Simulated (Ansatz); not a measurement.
# Ge chain started as a zigzag: one chain at several levels of theory

Aim: how far do the period, the moment and the conductance of the Ge chain started as a zigzag depend on the functional, the datasets and spin-orbit coupling, and at what cost?

Method: DFT PBE, plane waves, PAW; relaxation of a chain's period, in the first sound run; inputs show where later runs differ, in Ansatz 0.2.0.

Most raw output is cut from this account.

### 1. Starting point

The cell holds 2 atoms: 2 Ge. Its edges and angles: a = 9.000 Å, b = 7.500 Å, c = 4.026 Å, α = 90.0°, β = 90.0°, γ = 90.0°. Vacuum lies along a and b. The structure's axis is c.

### 2. The relaxed wire, level PBE, cutoff 420 eV

Band widths follow the bond lengths, so the chain is relaxed first. The atoms and the third cell vector are free; the box across stays fixed as vacuum. Moments are seeded so that a magnetic state can form if it lies lower. A Fermi-Dirac smearing is set since the result may be a metal. The pressure printed is a third of the stress's trace over the whole box, vacuum included; only the stress along the axis is relaxed.

input.yaml reads:

```yaml
crystal:
  lattice:
    - [9.0, 0.0, 0.0]
    - [0.0, 7.5, 0.0]
    - [0.0, 0.0, 4.0262410234]
  atoms:
    - { symbol: Ge, position: [0.440533602, 0.5, 0.0], spin: 0.3 }
    - { symbol: Ge, position: [0.559466398, 0.5, 0.5], spin: 0.3 }
magnetization:
  spin_polarized: true
kpoints:
  mp_grid: { grid: [1, 1, 20] }
scf:
  occupations: { method: fermi_dirac, width: 0.05 }
hamiltonian:
  xc: pbe
relax:
  cell: { fix: [a, b, alpha, beta, gamma] }
  max_steps: 60
```

Launch:

```bash
ansatz run input.yaml --threads 4 --pin off --max-ram 8192MiB --backend cpu --events-out ev --progress --plain --runs-dir out
```

Run time: 9.1 s. Hardware: 4 threads of Arm Neoverse V2, shared host; peak memory 0.56 GiB; 34 s of CPU time.

The steps of the relaxation:

| step | energy less that of the first step (eV) | largest force component (eV/Å) | pressure (GPa) | volume (Å³) |
| --- | --- | --- | --- | --- |
| 1 | 0.0000 | 1.0374 | 0.60 | 271.77 |
| 2 | -0.0933 | 0.2872 | 0.28 | 267.94 |
| 3 | -0.0996 | 0.0397 | 0.09 | 268.20 |
| 4 | -0.1001 | 0.0029 | 0.08 | 269.15 |
| 5* | -0.1000 | 0.0029 | 0.08 | 269.15 |

Relaxation steps marked * repeat the geometry before them on a plane-wave basis chosen anew for their cell, so energy and pressure can jump there.

The run keeps the 8 symmetry operations that it works with, so distortions that break them were not tested.

| cell as run | before | after | change |
| --- | --- | --- | --- |
| c (Å) | 4.026 | 3.987 | -1.0 % |

The atoms that moved most (Å, along periodic axes as changes of fractional coordinates times the final cell, across vacuum about the mean position):

| atom | dx | dy | dz | length |
| --- | --- | --- | --- | --- |
| Ge1 | -0.099 | 0.000 | 0.000 | 0.099 |
| Ge2 | 0.099 | 0.000 | 0.000 | 0.099 |

Final coordinates:

```cif
data_structure
_symmetry_space_group_name_H-M 'P 1'
_symmetry_Int_Tables_number 1
_cell_length_a 9.0000
_cell_length_b 7.5000
_cell_length_c 3.9873
_cell_angle_alpha 90.000
_cell_angle_beta 90.000
_cell_angle_gamma 90.000
_cell_volume 269.15
loop_
_atom_site_label
_atom_site_type_symbol
_atom_site_fract_x
_atom_site_fract_y
_atom_site_fract_z
_atom_site_occupancy
Ge1 Ge 0.42952 0.50000 0.00000 1
Ge2 Ge 0.57048 0.50000 0.50000 1
```

Numbers from this step:

| Quantity | Value |
| --- | --- |
| energy at zero smearing | -8587.6313 eV |
| cell length along the wire | 3.987 Å |

The cell's length comes to 3.987 Å with no moment.

### 3. The wire at its relaxed period, level PBE, k-mesh 1×1×21

This step: DFT PBE, plane waves, PAW; channels and complex bands of a perfect chain (Ansatz 0.2.0).

At the relaxed period the Bloch states of the perfect chain are found at each energy: those that move forward count the open channels, and those that decay describe how a disturbance dies away inside the wire itself. An energy step of 0.035 eV is under the 0.039 eV that the program asks for its thermal average at 300 K.

input.yaml reads:

```yaml
crystal:
  lattice:
    - [9.0, 0.0, 0.0]
    - [0.0, 7.5, 0.0]
    - [0.0, 0.0, 3.9873338336]
  atoms:
    - { symbol: Ge, position: [0.42951899, 0.5, 0.0] }
    - { symbol: Ge, position: [0.57048101, 0.5, 0.5] }
kpoints:
  mp_grid: { grid: [1, 1, 21] }
  band_path: { path: ["Γ", Z], npoints: 60 }
scf:
  occupations: { method: fermi_dirac, width: 0.05 }
hamiltonian:
  xc: pbe
output:
  transmission:
    e_range: [-2, 2]
    de: 0.035
    kmesh: [1, 1]
    reduced_basis: true
    leads: [[0, 0]]
  dos: { projected: true, e_range: [-6, 4] }
  write_potential: true
  write_density: true
  volumetric_format: npy
  elf: true
```

Run time: 20 s. Hardware: 4 threads; peak memory 0.61 GiB; 73 s of CPU time.

This step gave:

```yaml
energy_at_zero_smearing: -8587.6254 eV
channels_at_the_energy_nearest_the_fermi_level_one_spin: 2
conductance_of_the_lead_as_this_run_defines_it: 2.000 G₀
band_gap: 0 eV
```

The open channels of the lead, one spin by energy, zero at the Fermi level:

| energy (eV) | open channels of the lead, one spin |
| --- | --- |
| -2.000 | 2 |
| -1.895 | 2 |
| -1.790 | 2 |
| -1.685 | 2 |
| -1.615 | 2 |
| -1.510 | 2 |
| -1.405 | 2 |
| -1.300 | 2 |
| -1.195 | 3 |
| -1.090 | 2 |
| -0.985 | 2 |
| -0.915 | 2 |
| -0.810 | 2 |
| -0.705 | 2 |
| -0.600 | 2 |
| -0.495 | 2 |
| -0.390 | 2 |
| -0.285 | 2 |
| -0.215 | 2 |
| -0.110 | 2 |
| -0.005 | 2 |
| 0.100 | 2 |
| 0.205 | 2 |
| 0.310 | 2 |
| 0.415 | 2 |
| 0.485 | 2 |
| 0.590 | 2 |
| 0.695 | 2 |
| 0.800 | 2 |
| 0.905 | 2 |
| 1.010 | 2 |
| 1.115 | 2 |
| 1.185 | 2 |
| 1.290 | 1 |
| 1.395 | 1 |
| 1.500 | 1 |
| 1.605 | 1 |
| 1.710 | 1 |
| 1.815 | 1 |
| 1.885 | 1 |

The slowest values at each energy, most degenerate partners merged, listed up to 1.5 1/Å. The Im kz of the slowest decaying states by energy, zero at the Fermi level:

| energy (eV) | decay 1 (Å⁻¹) | decay 2 (Å⁻¹) | decay 3 (Å⁻¹) | decay 4 (Å⁻¹) |
| --- | --- | --- | --- | --- |
| -2.0000 | 0.440 | 1.03 | 1.27 | 1.32 |
| -1.7550 | 0.358 | 1.00 | 1.25 | 1.29 |
| -1.5100 | 0.248 | 0.971 | 1.22 | 1.27 |
| -1.2650 | 0.937 | 1.19 | 1.24 | 1.32 |
| -0.9850 | 0.0813 | 0.896 | 1.16 | 1.21 |
| -0.7400 | 0.116 | 0.858 | 1.13 | 1.18 |
| -0.4950 | 0.135 | 0.818 | 1.10 | 1.15 |
| -0.2500 | 0.146 | 0.776 | 1.07 | 1.12 |
| -0.0050 | 0.152 | 0.730 | 1.04 | 1.09 |
| 0.2400 | 0.154 | 0.679 | 1.01 | 1.06 |
| 0.4850 | 0.152 | 0.623 | 0.979 | 1.03 |
| 0.7650 | 0.146 | 0.545 | 0.941 | 0.993 |
| 1.0100 | 0.138 | 0.453 | 0.905 | 0.958 |
| 1.2550 | 0.125 | 0.210 | 0.868 | 0.921 |
| 1.5000 | 0.106 | 0.291 | 0.830 | 0.883 |
| 1.7450 | 0.0797 | 0.313 | 0.789 | 0.842 |

Electronic bands along the path, in eV, zero at the Fermi level:

| point | band 11 | band 12 | band 13 | band 14 | band 15 | band 16 | band 17 | band 18 |
| --- | --- | --- | --- | --- | --- | --- | --- | --- |
| Γ | -10.17 | -4.24 | -1.29 | -1.16 | 1.23 | 2.02 | 3.27 | 3.80 |
| halfway | -9.60 | -5.45 | -2.00 | -0.73 | 0.84 | 2.74 | 3.78 | 4.91 |
| Z | -7.92 | -7.92 | -0.85 | -0.85 | 0.84 | 0.84 | 4.94 | 4.94 |

Valence density in the ca plane at fractional y = 0.500, with atoms of Ge within 0.2 Å of it. It is the smooth field of the valence electrons, not physical close to the nuclei.

Ten steps, logarithmic in the rise over the least value, from '_' (0 e/Å³) to '@' (42 e/Å³), each cell a mean:
```
____________________________
____________________________
____________________________
____________________________
____________________________
____________________________
____________________________
__________........__________
________..::====--::..______
______..::==%%@@##--....____
........::++%%@@##--........
--::......::==++==::....::::
%%**--................::==**
@@%%==....________....::++%%
##++::..____________....--**
::::..________________....::
____________________________
____________________________
____________________________
____________________________
____________________________
____________________________
____________________________
____________________________
```
Columns run along c (4.0 Å), rows up along a (9.0 Å). Atoms in or near the plane, at fractional coordinates: Ge at (0.00, 0.43), Ge at (0.50, 0.57).

Electrostatic potential energy in the ca plane at fractional y = 0.500, with atoms of Ge within 0.2 Å of it. With pseudopotentials it is smooth inside the atoms' cores, unlike the true potential.

Values in eV, 24 rows by 14 columns, each cell a mean:
```
  2   2   2   2   2   2   2   2   2   2   2   2   2   2
  2   2   2   2   2   2   2   2   2   2   2   2   2   2
  2   2   2   2   2   2   2   2   2   2   2   2   2   2
  2   2   2   2   2   2   2   2   2   2   2   2   2   2
  2   2   2   2   2   2   2   2   2   2   2   2   2   2
  2   2   2   2   1   1   1   1   1   1   1   2   2   2
  2   2   2   1   0  -1  -2  -2  -2  -1   0   1   2   2
  2   2   1   0  -3  -7 -12 -14 -11  -6  -2   0   1   2
  1   1   0  -3 -11 -25 -32 -34 -31 -20  -8  -2   0   1
 -1  -1  -2  -7 -20 -35 -40 -41 -39 -31 -15  -5  -1  -1
 -8  -7  -5  -8 -21 -35 -40 -41 -40 -31 -16  -7  -6  -7
-28 -24 -15 -10 -14 -26 -33 -35 -32 -22 -11 -10 -19 -26
-40 -37 -28 -14  -8 -10 -15 -17 -14  -9  -8 -18 -32 -38
-41 -40 -32 -17  -6  -3  -3  -3  -3  -3  -8 -22 -36 -41
-39 -36 -26 -12  -3   0   0   0   0  -1  -5 -16 -31 -37
-25 -21 -12  -4  -1   1   1   2   1   0  -2  -6 -15 -22
 -5  -4  -2  -1   1   1   2   2   2   1   0  -1  -3  -5
  0   0   0   1   1   2   2   2   2   2   1   1   0   0
  1   1   1   2   2   2   2   2   2   2   2   2   1   1
  2   2   2   2   2   2   2   2   2   2   2   2   2   2
  2   2   2   2   2   2   2   2   2   2   2   2   2   2
  2   2   2   2   2   2   2   2   2   2   2   2   2   2
  2   2   2   2   2   2   2   2   2   2   2   2   2   2
  2   2   2   2   2   2   2   2   2   2   2   2   2   2
```
Columns run along c (4.0 Å; values clipped at the 3rd and 97th percentile), rows up along a (9.0 Å). Atoms in or near the plane, at fractional coordinates: Ge at (0.00, 0.43), Ge at (0.50, 0.57).

ELF in the ca plane at fractional y = 0.500, with atoms of Ge within 0.2 Å of it. It is the smooth field of the valence electrons, not physical close to the nuclei.

Ten even steps from '_' (0.00) to '@' (0.72), each cell a mean:
```
____________________________
____________________________
____________________________
________..::::::::....______
______..--++++**++==::..____
____..==**%%@@@@%%##**--..__
__..--**@@@@@@@@@@@@%%**::..
..::++%%@@%%######%%@@%%==::
::==##%%##**==--==**##%%**--
--++##%%**--____..==##%%##==
==++##%%**::______==##%%**==
--==**%%##==::::--++%%%%++--
__..==##%%**======##%%**--..
____==##%%##====++##%%**::__
..::++##%%**==--==##%%##==::
++**##%%%%++::..--**%%%%##**
%%@@@@@@##--..__..==##@@@@@@
@@@@@@##==..______::++##@@@@
####**==::________..::==**##
==--::..____________..::----
....____________________....
____________________________
____________________________
____________________________
```
Columns run along c (4.0 Å), rows up along a (9.0 Å). Atoms in or near the plane, at fractional coordinates: Ge at (0.00, 0.43), Ge at (0.50, 0.57).

By hand: the program gives 2.2957 × 10^14 S/m² over the cell's cross-section of 67.50 Å² = 6.750 × 10^-19 m², so one cell conducts 1.550 × 10^-4 S. Divided by G0 = 2e²/h = 7.748 × 10^-5 S this is 2.00 G0, a resistance of 6.45 kΩ.

At the computed energy nearest the Fermi level there are 2 channels a spin, and the thermal average gives 2.00 G₀.

### 4. Relaxing the period

This step: DFT LDA, plane waves, PAW; relaxation of a chain's period (Ansatz 0.2.0).

The relaxation is repeated under another functional. LDA has no gradient terms and tends to overbind, so it marks the short end of the likely bond lengths.

input.yaml reads:

```yaml
crystal:
  lattice:
    - [9.0, 0.0, 0.0]
    - [0.0, 7.5, 0.0]
    - [0.0, 0.0, 4.0262410234]
  atoms:
    - { symbol: Ge, position: [0.440533602, 0.5, 0.0], spin: 0.3 }
    - { symbol: Ge, position: [0.559466398, 0.5, 0.5], spin: 0.3 }
magnetization:
  spin_polarized: true
kpoints:
  mp_grid: { grid: [1, 1, 20] }
scf:
  occupations: { method: fermi_dirac, width: 0.05 }
hamiltonian:
  xc: lda
relax:
  cell: { fix: [a, b, alpha, beta, gamma] }
  max_steps: 60
```

Wall time 8.1 s (4 threads); peak memory 0.53 GiB.

Relaxation path:

| step | energy less that of the first step (eV) | largest force component (eV/Å) | pressure (GPa) | volume (Å³) |
| --- | --- | --- | --- | --- |
| 1 | 0.0000 | 0.6017 | 0.12 | 271.77 |
| 2 | -0.0552 | 0.1007 | 0.07 | 264.98 |
| 3 | -0.0567 | 0.0225 | 0.06 | 263.50 |
| 4 | -0.0567 | 0.0003 | 0.07 | 263.66 |
| 5* | -0.0565 | 0.0003 | 0.07 | 263.66 |

Relaxation steps marked * repeat the geometry before them on a plane-wave basis chosen anew for their cell, so energy and pressure can jump there.

Forces are held to the 8 operations that the run works with; a distortion that breaks them can't arise in this run.

| cell as run | before | after | change |
| --- | --- | --- | --- |
| c (Å) | 4.026 | 3.906 | -3.0 % |

The atoms that moved most (Å, along periodic axes as changes of fractional coordinates times the final cell, across vacuum about the mean position):

| atom | dx | dy | dz | length |
| --- | --- | --- | --- | --- |
| Ge1 | -0.081 | 0.000 | 0.000 | 0.081 |
| Ge2 | 0.081 | 0.000 | 0.000 | 0.081 |

Final coordinates:

```xyz
2
Lattice="9.0000 0.0000 0.0000 0.0000 7.5000 0.0000 0.0000 0.0000 3.9061" Properties=species:S:1:pos:R:3
Ge    3.8838    3.7500    0.0000
Ge    5.1162    3.7500    1.9531
```

The cell's length comes to 3.906 Å, -2.0 % against the first run, with no moment.

### 5. Bands of the perfect wire, level LDA, k-mesh 1×1×21

This step: DFT LDA, plane waves, PAW; channels and complex bands of a perfect chain (Ansatz 0.2.0).

The channels are counted again under LDA, at the period that it gave.

input.yaml reads:

```yaml
crystal:
  lattice:
    - [9.0, 0.0, 0.0]
    - [0.0, 7.5, 0.0]
    - [0.0, 0.0, 3.9061035653]
  atoms:
    - { symbol: Ge, position: [0.431529113, 0.5, 0.0] }
    - { symbol: Ge, position: [0.568470887, 0.5, 0.5] }
kpoints:
  mp_grid: { grid: [1, 1, 21] }
  band_path: { path: ["Γ", Z], npoints: 60 }
scf:
  occupations: { method: fermi_dirac, width: 0.05 }
hamiltonian:
  xc: lda
output:
  transmission:
    e_range: [-2, 2]
    de: 0.035
    kmesh: [1, 1]
    reduced_basis: true
    leads: [[0, 0]]
  dos: { projected: true, e_range: [-6, 4] }
```

Run time: 22 s. Hardware: 4 threads; peak memory 0.63 GiB.

The open channels of the lead, one spin by energy, zero at the Fermi level:

| energy (eV) | open channels of the lead, one spin |
| --- | --- |
| -2.000 | 2 |
| -1.895 | 2 |
| -1.790 | 2 |
| -1.685 | 2 |
| -1.615 | 2 |
| -1.510 | 2 |
| -1.405 | 2 |
| -1.300 | 3 |
| -1.195 | 3 |
| -1.090 | 2 |
| -0.985 | 2 |
| -0.915 | 2 |
| -0.810 | 2 |
| -0.705 | 2 |
| -0.600 | 2 |
| -0.495 | 2 |
| -0.390 | 2 |
| -0.285 | 2 |
| -0.215 | 2 |
| -0.110 | 2 |
| -0.005 | 2 |
| 0.100 | 2 |
| 0.205 | 2 |
| 0.310 | 2 |
| 0.415 | 2 |
| 0.485 | 2 |
| 0.590 | 2 |
| 0.695 | 2 |
| 0.800 | 2 |
| 0.905 | 2 |
| 1.010 | 2 |
| 1.115 | 2 |
| 1.185 | 2 |
| 1.290 | 2 |
| 1.395 | 1 |
| 1.500 | 1 |
| 1.605 | 1 |
| 1.710 | 1 |
| 1.815 | 1 |
| 1.885 | 1 |

At the computed energy nearest the Fermi level there are 2 channels a spin, and the thermal average gives 2.00 G₀.

### 6. The relaxed wire

This step: DFT RPBE, plane waves, PAW; relaxation of a chain's period (Ansatz 0.2.0).

The relaxation is repeated under another functional. RPBE strengthens the exchange enhancement and tends to longer, weaker bonds than PBE.

input.yaml reads:

```yaml
crystal:
  lattice:
    - [9.0, 0.0, 0.0]
    - [0.0, 7.5, 0.0]
    - [0.0, 0.0, 4.0262410234]
  atoms:
    - { symbol: Ge, position: [0.440533602, 0.5, 0.0], spin: 0.3 }
    - { symbol: Ge, position: [0.559466398, 0.5, 0.5], spin: 0.3 }
magnetization:
  spin_polarized: true
kpoints:
  mp_grid: { grid: [1, 1, 20] }
scf:
  occupations: { method: fermi_dirac, width: 0.05 }
hamiltonian:
  xc: rpbe
relax:
  cell: { fix: [a, b, alpha, beta, gamma] }
  max_steps: 60
```

Wall time 8.5 s (4 threads); peak memory 0.56 GiB; 32 s of CPU time.

Relaxation path:

| step | energy less that of the first step (eV) | largest force component (eV/Å) | pressure (GPa) | volume (Å³) |
| --- | --- | --- | --- | --- |
| 1 | 0.0000 | 1.1880 | 0.78 | 271.77 |
| 2 | -0.1164 | 0.3511 | 0.36 | 269.14 |
| 3 | -0.1268 | 0.0434 | 0.11 | 270.12 |
| 4 | -0.1278 | 0.0024 | 0.08 | 271.52 |
| 5* | -0.1278 | 0.0024 | 0.08 | 271.52 |

Relaxation steps marked * repeat the geometry before them on a plane-wave basis chosen anew for their cell, so energy and pressure can jump there.

Forces are held to the 8 operations that the run works with; a distortion that breaks them can't arise in this run.

| cell as run | before | after | change |
| --- | --- | --- | --- |
| c (Å) | 4.026 | 4.022 | -0.1 % |

The atoms that moved most (Å, along periodic axes as changes of fractional coordinates times the final cell, across vacuum about the mean position):

| atom | dx | dy | dz | length |
| --- | --- | --- | --- | --- |
| Ge1 | -0.104 | 0.000 | 0.000 | 0.104 |
| Ge2 | 0.104 | 0.000 | 0.000 | 0.104 |

The relaxed structure:

```
Ge
1.0
     9.00000    0.00000    0.00000
     0.00000    7.50000    0.00000
     0.00000    0.00000    4.02246
Ge
2
Direct
  0.42896 0.50000 0.00000
  0.57104 0.50000 0.50000
```

The cell's length comes to 4.022 Å, +0.9 % against the first run, with no moment.

### 7. Bands of the perfect wire, level RPBE, k-mesh 1×1×20

This step: DFT RPBE, plane waves, PAW; channels and complex bands of a perfect chain (Ansatz 0.2.0).

The channels are counted again under RPBE, at the period that it gave.

input.yaml reads:

```yaml
crystal:
  lattice:
    - [9.0, 0.0, 0.0]
    - [0.0, 7.5, 0.0]
    - [0.0, 0.0, 4.022463199]
  atoms:
    - { symbol: Ge, position: [0.428960442, 0.5, 0.0] }
    - { symbol: Ge, position: [0.571039558, 0.5, 0.5] }
kpoints:
  mp_grid: { grid: [1, 1, 20] }
  band_path: { path: ["Γ", Z], npoints: 60 }
scf:
  occupations: { method: fermi_dirac, width: 0.05 }
hamiltonian:
  xc: rpbe
output:
  transmission:
    e_range: [-2, 2]
    de: 0.035
    kmesh: [1, 1]
    reduced_basis: true
    leads: [[0, 0]]
  dos: { projected: true, e_range: [-6, 4] }
```

Elapsed: 24 s, on 4 threads; peak memory 0.81 GiB.

At the computed energy nearest the Fermi level there are 2 channels a spin, and the thermal average gives 2.00 G₀.

### 8. The relaxed wire

This step: DFT PBEsol, plane waves, PAW; relaxation of a chain's period (Ansatz 0.2.0).

The relaxation is repeated under another functional. PBEsol weakens PBE's gradient terms and usually lands between LDA and PBE.

input.yaml reads:

```yaml
crystal:
  lattice:
    - [9.0, 0.0, 0.0]
    - [0.0, 7.5, 0.0]
    - [0.0, 0.0, 4.0262410234]
  atoms:
    - { symbol: Ge, position: [0.440533602, 0.5, 0.0], spin: 0.3 }
    - { symbol: Ge, position: [0.559466398, 0.5, 0.5], spin: 0.3 }
magnetization:
  spin_polarized: true
kpoints:
  mp_grid: { grid: [1, 1, 20] }
scf:
  occupations: { method: fermi_dirac, width: 0.05 }
hamiltonian:
  xc: pbesol
relax:
  cell: { fix: [a, b, alpha, beta, gamma] }
  max_steps: 60
```

The job ended after 9 s (4 threads; peak memory 0.56 GiB; 33 s of CPU time).

The steps of the relaxation:

| step | energy less that of the first step (eV) | largest force component (eV/Å) | pressure (GPa) | volume (Å³) |
| --- | --- | --- | --- | --- |
| 1 | 0.0000 | 0.7983 | 0.33 | 271.77 |
| 2 | -0.0675 | 0.1893 | 0.17 | 266.23 |
| 3 | -0.0702 | 0.0298 | 0.07 | 265.41 |
| 4 | -0.0704 | 0.0034 | 0.07 | 265.86 |
| 5* | -0.0702 | 0.0034 | 0.07 | 265.86 |

Relaxation steps marked * repeat the geometry before them on a plane-wave basis chosen anew for their cell, so energy and pressure can jump there.

The run keeps the 8 symmetry operations that it works with, so distortions that break them were not tested.

| cell as run | before | after | change |
| --- | --- | --- | --- |
| c (Å) | 4.026 | 3.939 | -2.2 % |

The atoms that moved most (Å, along periodic axes as changes of fractional coordinates times the final cell, across vacuum about the mean position):

| atom | dx | dy | dz | length |
| --- | --- | --- | --- | --- |
| Ge1 | -0.090 | 0.000 | 0.000 | 0.090 |
| Ge2 | 0.090 | 0.000 | 0.000 | 0.090 |

The relaxed structure:

```xyz
2
Lattice="9.0000 0.0000 0.0000 0.0000 7.5000 0.0000 0.0000 0.0000 3.9386" Properties=species:S:1:pos:R:3
Ge    3.8745    3.7500    0.0000
Ge    5.1255    3.7500    1.9693
```

The cell's length comes to 3.939 Å, -1.2 % against the first run, with no moment.

The cell shrank by 2.2 % in its periodic edges. First to last step the energy falls by 0.070 eV, across changes of basis; the largest move, 0.09 Å, is that of Ge1 and 1 other atom alike.

[end of part 1 of 2]

[Logs are printed without paths, hosts, clocks, repeated set-up lines and the standing remarks that a program may print on its own settings, such as how far it seeks lower states.]

[Hosts, paths, dates, database ids (printed as entryN), source tags and the programs' standing remarks are cut or masked in the printed files.]
